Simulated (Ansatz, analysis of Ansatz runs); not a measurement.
## Can an added hole hop between Mn atoms in MnMoO4 (P2/c)?

Question: does an added hole stay on the Mn atom where it is started in MnMoO4 (P2/c), and if so, how high is the barrier for a hop to another Mn site nearby? Model: a cell of 48 host atoms.

Calculated with Ansatz 0.2.0; plane-wave PAW DFT, PBEsol+U; relaxation of all atoms of a supercell at fixed charge in a uniform background; PAW set soft_1.

Report form: the programs' logs are mostly left out.

## Step 1: The structure

The cell holds 48 atoms: 8 Mn, 8 Mo and 32 O. Cell: a = 9.020 Å, b = 8.980 Å, c = 9.020 Å, α = 115.3°, β = 100.4°, γ = 113.4°. It derives from MnMoO4 (space group P2/c). Nearest the centre at fractional (0.532, 0.875, 0.157): O19 at 1.86 Å, O22 at 1.86 Å, O46 at 2.16 Å, O44 at 2.16 Å, O35 at 2.28 Å, O40 at 2.28 Å, Mn3 at 2.41 Å, Mn4 at 2.41 Å.

Hubbard terms: Mn d 4.5 eV. They were chosen, not fitted, to curb self-interaction in the shells named, the trial site's among them. The two sites are Mn3 and Mn4. The cell's shortest repeat is 9.0 Å. The host's moments were started antiferromagnetic in the unit cell, high spin; both sites carry the same spin direction.

## Step 2: The cell without the carrier

The neutral cell is relaxed first, from small random displacements, so that bond lengths and moments with the carrier can be set beside those of a relaxed cell without it.

File neutral.relax/input.yaml:

```yaml
crystal:
  lattice:
    - [-4.8600301, 5.7764923, 4.93653856]
    - [4.77143516, -5.7764923, 4.95100476]
    - [4.8600301, 5.7764923, -4.93653856]
  atoms:
    - { symbol: Mn, position: [0.032137, 0.125, 0.907137], spin: 5.0 }
    - { symbol: Mn, position: [0.032137, 0.625, 0.407137], spin: 5.0 }
    - { symbol: Mn, position: [0.532137, 0.125, 0.407137], spin: 5.0 }
    - { symbol: Mn, position: [0.532137, 0.625, 0.907137], spin: 5.0 }
    - { symbol: Mn, position: [0.467863, 0.375, 0.092863], spin: -5.0 }
    - { symbol: Mn, position: [0.467863, 0.875, 0.592863], spin: -5.0 }
    - { symbol: Mn, position: [0.967863, 0.375, 0.592863], spin: -5.0 }
    - { symbol: Mn, position: [0.967863, 0.875, 0.092863], spin: -5.0 }
[... 36 atom lines left out ...]
    - { symbol: O, position: [0.385155, 0.323547, 0.812805] }
    - { symbol: O, position: [0.385155, 0.823547, 0.312805] }
    - { symbol: O, position: [0.885155, 0.323547, 0.312805] }
    - { symbol: O, position: [0.885155, 0.823547, 0.812805] }
basis:
  ecutwfc: 420
  xc_grid: 2
hamiltonian:
  xc: pbesol
  hubbard:
    sites: [{ species: Mn, l: d, u_eff: 4.5 }]
    projectors: ortho-atomic
  pseudopotentials: { kind: paw, azcp: { folder: soft_1 }, xc_functional: pbe }
kpoints:
  mp_grid: { grid: [1, 1, 1] }
magnetization:
  spin_polarized: true
  initial_magnetization: 0
  spin_locking: { lock_magnetization: hard }
scf:
  occupations: { method: fermi_dirac, width: 0.01 }
  max_iter: 120
  lower_state_search: "off"
output:
  forces: true
relax:
  f_tol: 0.02
  max_steps: 70
  random_displacement: { amplitude: 0.04, seed: 9904 }
checkpoint:
  write: "../neutral.relax.run"
  compress: false
  write_wavefunctions: true
  write_every: 100000
```

Run with:

```bash
> ansatz run input.yaml --threads 32 --pin off --max-ram 84787MiB --backend cuda --events-out ev --progress --plain --runs-dir out --max-vram 78GiB
```

Elapsed: 3.2 s, on 1 × NVIDIA GB200 with 32 threads of Arm Neoverse V2, shared host; peak memory 1.1 GiB.

The largest displacement from an ideal site is 0.027 Å.

## Step 3: The hole on the first site

The nearest neighbour or neighbours of the site start displaced and the site's starting moment is changed by the carrier's spin, since a carrier doesn't trap itself in the undistorted lattice.

File A.relax/input.yaml:

```yaml
crystal:
  lattice:
    - [-4.8600301, 5.7764923, 4.93653856]
    - [4.77143516, -5.7764923, 4.95100476]
    - [4.8600301, 5.7764923, -4.93653856]
  atoms:
    - { symbol: Mn, position: [0.030387, 0.12532, 0.905622], spin: 5.0 }
    - { symbol: Mn, position: [0.030403, 0.625331, 0.405606], spin: 5.0 }
    - { symbol: Mn, position: [0.530309, 0.125279, 0.405512], spin: 4.0 }
    - { symbol: Mn, position: [0.530448, 0.625338, 0.905591], spin: 5.0 }
    - { symbol: Mn, position: [0.468829, 0.375444, 0.094029], spin: -5.0 }
    - { symbol: Mn, position: [0.46881, 0.875374, 0.593982], spin: -5.0 }
    - { symbol: Mn, position: [0.968748, 0.375374, 0.593998], spin: -5.0 }
    - { symbol: Mn, position: [0.968839, 0.875369, 0.094034], spin: -5.0 }
[... 36 atom lines left out ...]
    - { symbol: O, position: [0.387789, 0.32496, 0.812395] }
    - { symbol: O, position: [0.394688, 0.838848, 0.316647] }
    - { symbol: O, position: [0.887833, 0.324893, 0.312337] }
    - { symbol: O, position: [0.887828, 0.824888, 0.812318] }
total_charge: 1
basis:
  ecutwfc: 420
  xc_grid: 2
hamiltonian:
  xc: pbesol
  hubbard:
    sites: [{ species: Mn, l: d, u_eff: 4.5 }]
    projectors: ortho-atomic
  pseudopotentials: { kind: paw, azcp: { folder: soft_1 }, xc_functional: pbe }
kpoints:
  mp_grid: { grid: [1, 1, 1] }
magnetization:
  spin_polarized: true
  initial_magnetization: -1
  spin_locking: { lock_magnetization: hard }
scf:
  occupations: { method: fermi_dirac, width: 0.01 }
  max_iter: 120
  lower_state_search: "off"
output:
  forces: true
relax:
  f_tol: 0.015
  max_steps: 70
  escape_saddle: false
checkpoint:
  write: "../A.relax.run"
  compress: false
  write_wavefunctions: true
  write_every: 100000
```

The job ended after 5.6 s (1 × NVIDIA GB200 with 32 threads; peak memory 1.1 GiB; 25 s of CPU time).

The steps of the relaxation:

| step | energy less that of the first step (eV) | largest force component (eV/Å) |
| --- | --- | --- |
| 1 | 0.0000 | 1.2272 |
| 2 | -0.2545 | 0.4650 |
| 3 | -0.3077 | 0.1642 |
| 4 | -0.3170 | 0.0944 |
| 5 | -0.3198 | 0.0460 |
| 6 | -0.3209 | 0.0234 |
| 7 | -0.3213 | 0.0158 |
| 8 | -0.3213 | 0.0074 |

The atoms that moved most (Å):

| atom | dx | dy | dz | length |
| --- | --- | --- | --- | --- |
| O46 | 0.044 | -0.086 | 0.033 | 0.102 |
| O43 | -0.043 | -0.085 | -0.032 | 0.101 |
| O35 | -0.033 | 0.077 | 0.003 | 0.084 |
| O39 | 0.033 | 0.076 | -0.003 | 0.083 |
| O41 | 0.054 | 0.007 | 0.031 | 0.063 |
| O48 | -0.053 | 0.007 | -0.030 | 0.062 |
| O29 | -0.045 | 0.017 | 0.002 | 0.048 |
| O26 | 0.044 | 0.017 | -0.002 | 0.047 |

The moves above count from the input, in which the site's nearest neighbours were already displaced; the distances below compare with the cell without the carrier.

Distances from Mn3 without and with the hole:

| atom | without (Å) | with (Å) |
| --- | --- | --- |
| O46 | 2.14 | 1.97 |
| O43 | 2.14 | 1.97 |
| O21 | 2.10 | 2.06 |
| O19 | 2.10 | 2.06 |
| O35 | 2.30 | 2.24 |
| O39 | 2.30 | 2.24 |

The largest changes of the moments are -0.53 μB on Mn3, -0.06 μB on O46 and -0.06 μB on O43. The largest part sits on the chosen site.

## Step 4: The hole on the second site

The same start is made on the second site, to get the end of the hop.

File B.relax/input.yaml:

```yaml
crystal:
  lattice:
    - [-4.8600301, 5.7764923, 4.93653856]
    - [4.77143516, -5.7764923, 4.95100476]
    - [4.8600301, 5.7764923, -4.93653856]
  atoms:
    - { symbol: Mn, position: [0.030387, 0.12532, 0.905622], spin: 5.0 }
    - { symbol: Mn, position: [0.030403, 0.625331, 0.405606], spin: 5.0 }
[... 16 atom lines left out ...]
    - { symbol: O, position: [0.523418, 0.080084, 0.155776] }
[... 2 atom lines left out ...]
    - { symbol: O, position: [0.335681, 0.668484, 0.942211] }
[... 12 atom lines left out ...]
    - { symbol: O, position: [0.761531, 0.074969, 0.436129] }
[... 4 atom lines left out ...]
    - { symbol: O, position: [0.608021, 0.67387, 0.175179] }
[... 3 atom lines left out ...]
    - { symbol: O, position: [0.727922, 0.911802, 0.056348] }
[... 1 atom line left out ...]
    - { symbol: O, position: [0.387788, 0.82488, 0.312349] }
[... 1 atom line left out ...]
    - { symbol: O, position: [0.887828, 0.824888, 0.812318] }
total_charge: 1
basis:
  ecutwfc: 420
  xc_grid: 2
hamiltonian:
  xc: pbesol
  hubbard:
    sites: [{ species: Mn, l: d, u_eff: 4.5 }]
    projectors: ortho-atomic
  pseudopotentials: { kind: paw, azcp: { folder: soft_1 }, xc_functional: pbe }
kpoints:
  mp_grid: { grid: [1, 1, 1] }
magnetization:
  spin_polarized: true
  initial_magnetization: -1
  spin_locking: { lock_magnetization: hard }
scf:
  occupations: { method: fermi_dirac, width: 0.01 }
  max_iter: 120
  lower_state_search: "off"
output:
  forces: true
relax:
  f_tol: 0.015
  max_steps: 70
  escape_saddle: false
checkpoint:
  write: "../B.relax.run"
  compress: false
  write_wavefunctions: true
  write_every: 100000
```

Elapsed: 5.4 s, on 1 × NVIDIA GB200 with 32 threads; peak memory 1.2 GiB; 25 s of CPU time.

Distances from Mn4 without and with the hole:

| atom | without (Å) | with (Å) |
| --- | --- | --- |
| O44 | 2.14 | 1.97 |
| O45 | 2.14 | 1.97 |
| O20 | 2.10 | 2.06 |
| O22 | 2.10 | 2.06 |
| O36 | 2.30 | 2.24 |
| O40 | 2.30 | 2.24 |

The largest changes of the moments are -0.53 μB on Mn4, -0.06 μB on O45 and -0.06 μB on O44. The largest part sits on the chosen site.

## Step 5: Points on the line between the two structures

All atoms move on the straight line between the two relaxed structures, 2.38 amu^1/2 Å long in mass-weighted terms. Each point starts from the state of the point before, once from either end, so that both localised states can be followed; the midpoint is also started with the carrier shared.

File A.x0500/input.yaml:

```yaml
crystal:
  lattice:
    - [-4.8600301, 5.7764923, 4.93653856]
    - [4.77143516, -5.7764923, 4.95100476]
    - [4.8600301, 5.7764923, -4.93653856]
  atoms:
    - { symbol: Mn, position: [0.032363, 0.125369, 0.907573], spin: 5.0 }
    - { symbol: Mn, position: [0.032365, 0.62537, 0.407573], spin: 5.0 }
[... 16 atom lines left out ...]
    - { symbol: O, position: [0.523269, 0.079971, 0.158439] }
[... 2 atom lines left out ...]
    - { symbol: O, position: [0.32863, 0.670769, 0.94388] }
[... 12 atom lines left out ...]
    - { symbol: O, position: [0.759412, 0.073492, 0.436419] }
[... 4 atom lines left out ...]
    - { symbol: O, position: [0.613102, 0.677265, 0.186514] }
[... 3 atom lines left out ...]
    - { symbol: O, position: [0.727867, 0.915232, 0.054532] }
[... 1 atom line left out ...]
    - { symbol: O, position: [0.389455, 0.83551, 0.31321] }
[... 1 atom line left out ...]
    - { symbol: O, position: [0.886325, 0.821745, 0.810548] }
total_charge: 1
basis:
  ecutwfc: 420
  xc_grid: 2
hamiltonian:
  xc: pbesol
  hubbard:
    sites: [{ species: Mn, l: d, u_eff: 4.5 }]
    projectors: ortho-atomic
  pseudopotentials: { kind: paw, azcp: { folder: soft_1 }, xc_functional: pbe }
kpoints:
  mp_grid: { grid: [1, 1, 1] }
magnetization:
  spin_polarized: true
  initial_magnetization: -1
  spin_locking: { lock_magnetization: hard }
scf:
  occupations: { method: fermi_dirac, width: 0.01 }
  max_iter: 120
  lower_state_search: "off"
output:
  forces: true
  eigenvalues: true
  eigenstates: { localisation: true }
  write_density: true
  write_potential: true
  volumetric_format: npy
checkpoint:
  read: "../A.x0375.run"
  write: "../A.x0500.run"
  compress: false
  write_wavefunctions: true
  write_every: 100000
```

Wall time 2.4 s (1 × NVIDIA GB200 with 32 threads); peak memory 1.1 GiB.

From eigenstates.tsv, first k-point; energies on the run's zero. The participation number counts the atoms that a state is spread over, of 48; bands count from 0.

| spin | band | energy (eV) | occupation | participation | largest share on | share |
| --- | --- | --- | --- | --- | --- | --- |
| down | 206 | 8.492 | 1.00 | 21.0 | Mn5 | 0.09 |
| down | 207 | 8.578 | 1.00 | 17.9 | Mn5 | 0.10 |
| down | 208 | 8.634 | 1.00 | 27.3 | Mn5 | 0.07 |
| down | 209 | 8.780 | 1.00 | 19.1 | Mn5 | 0.10 |
| down | 210 | 8.880 | 1.00 | 25.4 | Mn5 | 0.08 |
| down | 211 | 9.121 | 1.00 | 20.1 | Mn5 | 0.09 |
| down | 212 | 11.214 | 0.00 | 21.4 | Mo9 | 0.08 |
| down | 213 | 11.236 | 0.00 | 18.0 | Mo15 | 0.11 |
| down | 214 | 11.543 | 0.00 | 18.2 | Mo9 | 0.11 |
| down | 215 | 11.594 | 0.00 | 12.9 | Mo11 | 0.13 |
| down | 216 | 11.598 | 0.00 | 21.6 | Mo11 | 0.08 |
| up | 205 | 8.497 | 1.00 | 27.8 | Mn1 | 0.09 |
| up | 206 | 8.530 | 1.00 | 17.9 | Mn1 | 0.13 |
| up | 207 | 8.590 | 1.00 | 15.9 | Mn1 | 0.14 |
| up | 208 | 8.656 | 1.00 | 25.7 | Mn3 | 0.09 |
| up | 209 | 8.775 | 1.00 | 18.2 | Mn1 | 0.12 |
| up | 210 | 9.103 | 1.00 | 15.4 | Mn3 | 0.16 |
| up | 211 | 9.301 | 0.00 | 16.0 | Mn3 | 0.14 |
| up | 212 | 11.244 | 0.00 | 17.4 | Mo9 | 0.10 |
| up | 213 | 11.295 | 0.00 | 21.6 | Mo15 | 0.08 |
| up | 214 | 11.587 | 0.00 | 22.0 | Mo9 | 0.08 |
| up | 215 | 11.613 | 0.00 | 20.7 | Mo15 | 0.11 |

Under PBEsol+U (4.5 eV) at the zone centre alone, the highest filled state is spin down, spread over 20 of 48 atoms, and the lowest empty one, 0.18 eV above it, is spin up, spread over 16 of 48 atoms.

Free energies from the first end:

| started from | fraction | energy (eV) | moment change on Mn3 (μB) | on Mn4 (μB) |
| --- | --- | --- | --- | --- |
| first site | 0 | 0.000 | -0.53 | 0.01 |
| first site | 0.125 | 0.011 | -0.46 | -0.01 |
| first site | 0.25 | 0.038 | -0.38 | -0.04 |
| first site | 0.375 | 0.066 | -0.29 | -0.10 |
| first site | 0.5 | 0.077 | -0.19 | -0.19 |
| first site | 0.625 | 0.066 | -0.10 | -0.29 |
| second site | 0.875 | 0.011 | -0.01 | -0.46 |
| second site | 0.75 | 0.038 | -0.04 | -0.38 |
| second site | 0.625 | 0.066 | -0.10 | -0.29 |
| second site | 0.5 | 0.077 | -0.19 | -0.19 |
| second site | 0.375 | 0.066 | -0.29 | -0.10 |
| shared | 0.5 | 0.077 | -0.19 | -0.19 |
| second site | 1 | 0.000 | 0.01 | -0.53 |

## Step 6: Results

```json
{
  "distance of the two sites without the carrier": "4.82 Å"
}
```

In words: The highest point of the line lies 0.08 eV above the first end, but there the hole is shared along a chain of sites and their images, so this is no barrier of a single pair, which may be higher, and the image-charge term need not cancel. The second site lies about half a repeat away: the first meets it and its image at 4.82 and 4.82 Å, so the cell models a chain, and nothing is concluded on the coupling of a single pair. A shorter hop, 3.29 Å to Mn6 (opposite spin), was not computed. No run compares the localised hole with one spread in the band, so its binding is unknown. The magnetic order was assumed and need not be the ground state. The total moment is locked, so a carrier of the other spin direction was not tried. The program's search for lower electronic states was switched off in all runs, so that each state is followed; none is shown to be the lowest at its structure. No image-charge correction is applied; it nearly cancels along the line while the charge stays localised. Keep in mind: sampling at the zone centre alone can move energies of charged and open-shell states by tenths of an eV or more in cells of this size; the images are only 9.0 Å apart; gap and trapping depend on the U chosen (Mn d 4.5 eV).

[Logs are printed without paths, hosts, clocks, repeated set-up lines and the standing remarks that a program may print on its own settings, such as how far it seeks lower states.]

[Hosts, paths, dates, database ids (printed as entryN), source tags and the programs' standing remarks are cut or masked in the printed files.]
